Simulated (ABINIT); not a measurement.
# A GW chain in ABINIT: Ga2O3 (R-3c), part 3 of 3

Aim: the G0W0 gap of Ga2O3 (R-3c) on PBE, step by step.

ABINIT 10.8.3; PBE and many-body steps on it, plane waves. Known limits of the many-body steps: not at the basis limit; no spin-orbit coupling; coarse k mesh.

So far. Step 4 (Empty states on the mesh, 2×2×2 mesh, 231 bands): On this mesh the gap is 2.963 eV. The earlier step found 2.857 eV, so this mesh misses an edge. Step 5 (Screening, 2×2×2 mesh, 211 bands, screening to 106.1 eV): Local fields lower ε∞ by 4 %. On a Γ-centred mesh this coarse the value itself is usually too large, while a short band sum pulls it down.

### 6. Self-energy, 2×2×2 mesh, 211 bands, screening to 106.1 eV

The self-energy is evaluated for the states that the input lists, and the levels follow from it, in one-shot runs by the linearised quasiparticle equation.

This step: G0W0 on PBE, plane waves, norm-conserving pseudopotentials.

File run.abi:

```
acell 3*1.0 Angstrom
rprim 
  2.498699193881 1.442624652211 4.483549768500
  -2.498699193881 1.442624652211 4.483549768500
  0.000000000000 -2.885249304422 4.483549768500
ntypat 2
znucl 31 8
natom 10
typat 1 1 1 1 2 2 2 2 2 2
xred 
  0.855585580000 0.855585580000 0.855585580000
  0.644414420000 0.644414420000 0.644414420000
  0.144414420000 0.144414420000 0.144414420000
  0.355585580000 0.355585580000 0.355585580000
  0.750000000000 0.446832820000 0.053167180000
  0.446832820000 0.053167180000 0.750000000000
  0.053167180000 0.750000000000 0.446832820000
  0.250000000000 0.553167180000 0.946832820000
  0.946832820000 0.250000000000 0.553167180000
  0.553167180000 0.946832820000 0.250000000000
pp_dirpath "pseudos"
pseudos "Ga.upf, O.upf"
ecut 45
ngkpt 2 2 2
nshiftk 1
shiftk 0 0 0
kptopt 1
chksymbreak 0
istwfk *1
occopt 1
irdwfk 1
optdriver 4
nband 211
gwcalctyp 0
ecutsigx 45
symsigma 1
nkptgw 4
kptgw 
  0.0000000000 0.0000000000 0.0000000000
  0.5000000000 0.0000000000 0.0000000000
  0.5000000000 0.5000000000 0.0000000000
  0.5000000000 0.5000000000 0.5000000000
bdgw 
  43 64
  43 64
  43 64
  43 64
ecuteps 3.9
irdscr 1
ppmodel 1
indata_prefix "in"
outdata_prefix "out"
tmpdata_prefix "tmp"
```

Started as:

```sh
$ OMP_NUM_THREADS=1 mpirun -n 8 abinit run.abi > log
```

Numbers of over 12 decimals in the logs are rounded to 6 here.

Log:

```text
.Version 10.8.3 of ABINIT. v10.8.2 released Aug 2026.

 Symmetries : space group R-3 c (#167); Bravais hR (rhombohedral)
[... echo of the input left out ...]
== DATASET  1 ==================================================================
-   mpi_nproc: 8, omp_nthreads: 1 (-1 if OMP is not activated)

--- !DatasetInfo
iteration_state: {dtset: 1, }
dimensions: {natom: 10, nkpt: 4, mband: 211, nsppol: 1, nspinor: 1, nspden: 1, mpw: 9454, }
cutoff_energies: {ecut:  45.0, pawecutdg:  -1.0, }
electrons: {nelect:   1.20000000E+02, charge:   0.00000000E+00, occopt:   1.00000000E+00, tsmear:   1.00000000E-02, }

 SIGMA: Calculation of the GW corrections

 Based on a program developped by R.W. Godby, V. Olevano, G. Onida, and L. Reining.
 Incorporated in ABINIT by V. Olevano, G.-M. Rignanese, and M. Torrent.
.Using double precision arithmetic ; gwpc =  8

[... cell and pseudopotentials left out ...]
--------------------------------------------------------------------------------

 ==== K-mesh for the wavefunctions ====
 Number of points in the irreducible wedge :     4
[... list of points left out ...]
 Together with 12 symmetry operations and time-reversal symmetry
 yields     8 points in the full Brillouin Zone.

 ==== Q-mesh for screening function ====
 Number of points in the irreducible wedge :     4
[... list of points left out ...]
 Together with 12 symmetry operations and time-reversal symmetry
 yields     8 points in the full Brillouin Zone.

 vcoul_init : cutoff-mode = AUXILIARY_FUNCTION
 q-points for optical limit:   1
     1)      0.000010    0.000020    0.000030
 setmesh: FFT mesh size selected  =    64x   64x   64
          total number of points  =       262144

 Number of electrons calculated from density =  120.0000; Expected =  120.0000
 average of density, n =  0.183377
 r_s =    1.0919
 omega_plasma =   41.3074 [eV]

 === KS Band Gaps ===
  >>>> For spin  1
   Minimum direct gap =   3.0663 [eV], located at k-point      :   0.0000  0.0000  0.0000
   Fundamental gap    =   2.9628 [eV], Top of valence bands at :   0.5000  0.5000  0.0000
                                       Bottom of conduction at :   0.0000  0.0000  0.0000
 SIGMA fundamental parameters:
 PLASMON POLE MODEL  1
 number of plane-waves for SigmaX                 9445
 number of plane-waves for SigmaC and W            247
 number of plane-waves for wavefunctions          9445
 number of bands                                   211
 number of independent spin polarizations            1
 number of spinorial components                      1
 number of k-points in IBZ                           4
 number of q-points in IBZ                           4
 number of symmetry operations                      12
 number of k-points in BZ                            8
 number of q-points in BZ                            8
 number of frequencies for dSigma/dE                 9
 frequency step for dSigma/dE [eV]                0.25
 number of omega for Sigma on real axis              0
 max omega for Sigma on real axis  [eV]           0.00
 zcut for avoiding poles [eV]                     0.10

 EPSILON^-1 parameters (SCR file):
 dimension of the eps^-1 matrix on file            247
 dimension of the eps^-1 matrix used               247
 number of plane-waves for wavefunctions          9445
 number of bands                                   211
 number of q-points in IBZ                           4
 number of frequencies                               2
 number of real frequencies                          1
 number of imag frequencies                          1

 matrix elements of self-energy operator (all in [eV])

 Perturbative Calculation

--- !SelfEnergy_ee
iteration_state: {dtset: 1, }
kpoint     : [   0.000,    0.000,    0.000, ]
spin       : 1
KS_gap     :    3.066
QP_gap     :    4.315
Delta_QP_KS:    1.248
data: !SigmaeeData |
     Band     E0 <VxcDFT>   SigX SigC(E0)      Z dSigC/dE  Sig(E)    E-E0       E
       43  -1.331 -17.122 -23.037   4.796   0.799  -0.252 -18.016  -0.894  -2.225
       44  -0.651 -16.773 -22.501   4.702   0.793  -0.261 -17.587  -0.814  -1.465
       45   0.615 -17.262 -22.869   4.678   0.805  -0.242 -18.010  -0.748  -0.133
       46   0.615 -17.262 -22.869   4.678   0.805  -0.242 -18.010  -0.748  -0.133
       47   1.626 -17.516 -22.924   4.575   0.807  -0.239 -18.188  -0.672   0.954
       48   1.919 -17.467 -22.458   4.268   0.815  -0.227 -18.057  -0.590   1.329
       49   2.281 -18.141 -23.844   4.819   0.806  -0.241 -18.853  -0.712   1.569
       50   2.281 -18.141 -23.844   4.819   0.806  -0.241 -18.853  -0.712   1.569
       51   2.584 -16.894 -22.462   4.674   0.797  -0.254 -17.607  -0.713   1.871
       52   4.833 -20.928 -25.455   4.360   0.810  -0.235 -21.063  -0.135   4.698
[...]
--- !SelfEnergy_ee
iteration_state: {dtset: 1, }
kpoint     : [   0.500,    0.000,    0.000, ]
spin       : 1
KS_gap     :    6.550
QP_gap     :    8.362
Delta_QP_KS:    1.812
data: !SigmaeeData |
     Band     E0 <VxcDFT>   SigX SigC(E0)      Z dSigC/dE  Sig(E)    E-E0       E
[...]
--- !SelfEnergy_ee
iteration_state: {dtset: 1, }
kpoint     : [   0.500,    0.500,    0.000, ]
spin       : 1
KS_gap     :    6.680
QP_gap     :    8.541
Delta_QP_KS:    1.861
data: !SigmaeeData |
     Band     E0 <VxcDFT>   SigX SigC(E0)      Z dSigC/dE  Sig(E)    E-E0       E
[...]
--- !SelfEnergy_ee
iteration_state: {dtset: 1, }
kpoint     : [   0.500,    0.500,    0.500, ]
spin       : 1
KS_gap     :    6.157
QP_gap     :    7.878
Delta_QP_KS:    1.722
data: !SigmaeeData |
     Band     E0 <VxcDFT>   SigX SigC(E0)      Z dSigC/dE  Sig(E)    E-E0       E
[...]
60   5.545 -21.051 -25.785   4.599   0.807  -0.240 -21.160  -0.109   5.436
       61  11.702 -17.452 -12.188  -3.344   0.840  -0.191 -15.840   1.613  13.315
       62  11.702 -17.452 -12.188  -3.344   0.840  -0.191 -15.840   1.613  13.315
       63  13.709 -16.470 -10.387  -3.964   0.846  -0.182 -14.678   1.791  15.500
       64  13.709 -16.470 -10.387  -3.964   0.846  -0.182 -14.678   1.791  15.500

 New Fermi energy :        2.834151E-01 Ha ,    7.712118E+00 eV

 === QP Band Gaps ===
  >>>> For spin  1
   Minimum direct gap =   4.3147 [eV], located at k-point      :   0.0000  0.0000  0.0000
   Fundamental gap    =   4.2176 [eV], Top of valence bands at :   0.5000  0.5000  0.0000
                                       Bottom of conduction at :   0.0000  0.0000  0.0000

== END DATASET(S) ==============================================================
================================================================================

 -outvars: echo values of variables after computation  --------
           etotal      0.0000000000E+00
            nband         211
             nkpt           4
          spgroup         167
 [... the other variables as echoed above ...]

 Calculation completed.
```

It took 48 s on 8 MPI ranks of Arm Neoverse V2, shared host; peak memory 5.4 GiB; 6.3 min of CPU time.

Numbers from this step:

* G0W0 gap on the mesh: 4.218 eV
* starting gap on the mesh: 2.963 eV
* k of the valence top: 0.5, 0.5, 0
* k of the conduction bottom: 0, 0, 0
* Z at the valence top: 0.806
* Z at the conduction bottom: 0.849
* least direct G0W0 gap on the computed points: 4.315 eV

The gap on the mesh goes from 2.96 eV to 4.22 eV, a correction of +1.26 eV. The start differs from the 2.86 eV found before because the two sample other k points.

Limits: finite bands, cutoff and mesh; no spin-orbit coupling; coarse k mesh. v1 is the top filled band, c1 the lowest empty one. Levels before and after the correction, in eV, zero at the valence-band top of each column:

```
           conduction bottom  valence top
Kohn-Sham               2.96         0.00
     G0W0               4.22         0.00
```

```
                    level  energy (eV)
Kohn-Sham            Γ v3       -0.174
Kohn-Sham         Γ v2-v1       -0.104
Kohn-Sham            Γ c1        2.963
Kohn-Sham            Γ c2        6.817
Kohn-Sham            Γ c3        6.982
Kohn-Sham  (0.5 0.5 0) v3       -0.555
Kohn-Sham  (0.5 0.5 0) v2       -0.107
Kohn-Sham  (0.5 0.5 0) v1        0.000
Kohn-Sham  (0.5 0.5 0) c1        6.680
Kohn-Sham  (0.5 0.5 0) c2        6.877
Kohn-Sham  (0.5 0.5 0) c3        7.728
     G0W0            Γ v3       -0.202
     G0W0         Γ v2-v1       -0.097
     G0W0            Γ c1        4.218
     G0W0            Γ c2        8.779
     G0W0            Γ c3        8.461
     G0W0  (0.5 0.5 0) v3       -0.591
     G0W0  (0.5 0.5 0) v2       -0.087
     G0W0  (0.5 0.5 0) v1        0.000
     G0W0  (0.5 0.5 0) c1        8.541
     G0W0  (0.5 0.5 0) c2        8.868
     G0W0  (0.5 0.5 0) c3        9.611
```

### 7. Where the time went

Times are wall times on the hardware named with each run, good to a factor of about two.

```
                          step  time  share  memory (GiB)
                  ground state  71 s   23 %           1.1
bands along the symmetry lines  62 s   20 %           1.0
      empty states on the mesh  59 s   19 %          0.47
                     screening  68 s   22 %           4.2
                   self-energy  48 s   15 %           5.4
```

### 8. Results

```json
{
 "PBE gap": "2.82 eV, indirect",
 "G0W0 gap on the mesh": "4.22 eV",
 "G0W0 gap over the zone (rigid shift)": "4.08 eV",
 "GW settings": "2×2×2 mesh, 211 bands, screening to 106.1 eV, Godby-Needs plasmon pole",
 "known limits": "not at the basis limit; no spin-orbit coupling; coarse k mesh"
}
```

In words: G0W0 moves the gap on the mesh from 2.96 eV to 4.22 eV (+1.26 eV), with Z of 0.81 and 0.85 at the edges. The mesh misses the band edges by 0.14 eV in all; a rigid shift gives 4.08 eV for the zone. Local fields lower the RPA ε∞ on this mesh from 5.12 to 4.91; a Γ-centred mesh this coarse tends to raise both, most where the direct gap is narrow, while a short band sum lowers them. Against experiment, by G0W0@PBE: the direct gap of 4.31 eV lies −1.29 eV from the measured 5.6 eV (direct, on Al2O3 (sapphire), 2019); the direct gap of 4.31 eV lies −0.73 eV from the measured 5.04 eV (direct, on Al2O3, 2020); the direct gap of 4.31 eV lies −1.31 eV from the measured 5.62 ± 0.02 eV (direct, 300 K, on m-plane Al2O3, 2021); the direct gap of 4.31 eV lies −0.99 eV from the measured 5.3 eV (direct, on Al2O3 (0001), 2019); the direct gap of 4.31 eV lies −0.89 eV from the measured 5.2 eV (direct, on c-plane sapphire, 2019). An exciton line or allowed optical edge lies below the quasiparticle gap by the binding energy; a forbidden edge can push the onset above it. The calculation has static nuclei and no excitons; a measured gap holds zero-point and thermal motion, which mostly lowers it. Against the values above the computed gap that would widen the miss. A likelier cause is too strong a screening: the start's gap is only 2.96 eV, the mesh is coarse, and one shot does not repair that. Bands and cutoff are finite, so the gap is not at the basis limit. The miss can reach some tenths of an eV and take either sign; the mesh is an error of its own. A denser mesh or path gives a starting gap of 2.82 eV: the GW mesh misses a band edge, so its gaps are not the fundamental one. The 2×2×2 mesh is coarse for this cell, which bears on the long-range parts of exchange and screening. The many-body steps are scalar-relativistic: spin-orbit coupling is not in them.

[Paths, hosts, dates, memory and timing lines, banners, echoed tables and standing remarks are left out of the program output.]

[Logs are printed without paths, hosts, clocks, repeated set-up lines and the standing remarks that a program may print on its own settings, such as how far it seeks lower states.]

[Runs of the session that timed out or met a known fault of the program may be left out.]

[No measured gap is set beside runs whose start may be inverted or whose files or cutoffs have a known fault.]

[Hosts, paths, dates, database ids (printed as entryN), source tags and the programs' standing remarks are cut or masked in the printed files.]

[G0W0 gaps are taken among the corrected bands and points alone; a level outside them can change the order at an edge.]

[Where Ansatz stands beside ABINIT at settings called matched, ABINIT's density can come from a denser mesh and the files from another edition; pairs whose starting gaps differed by over 0.03 eV were left out, so agreement reads better than it is.]
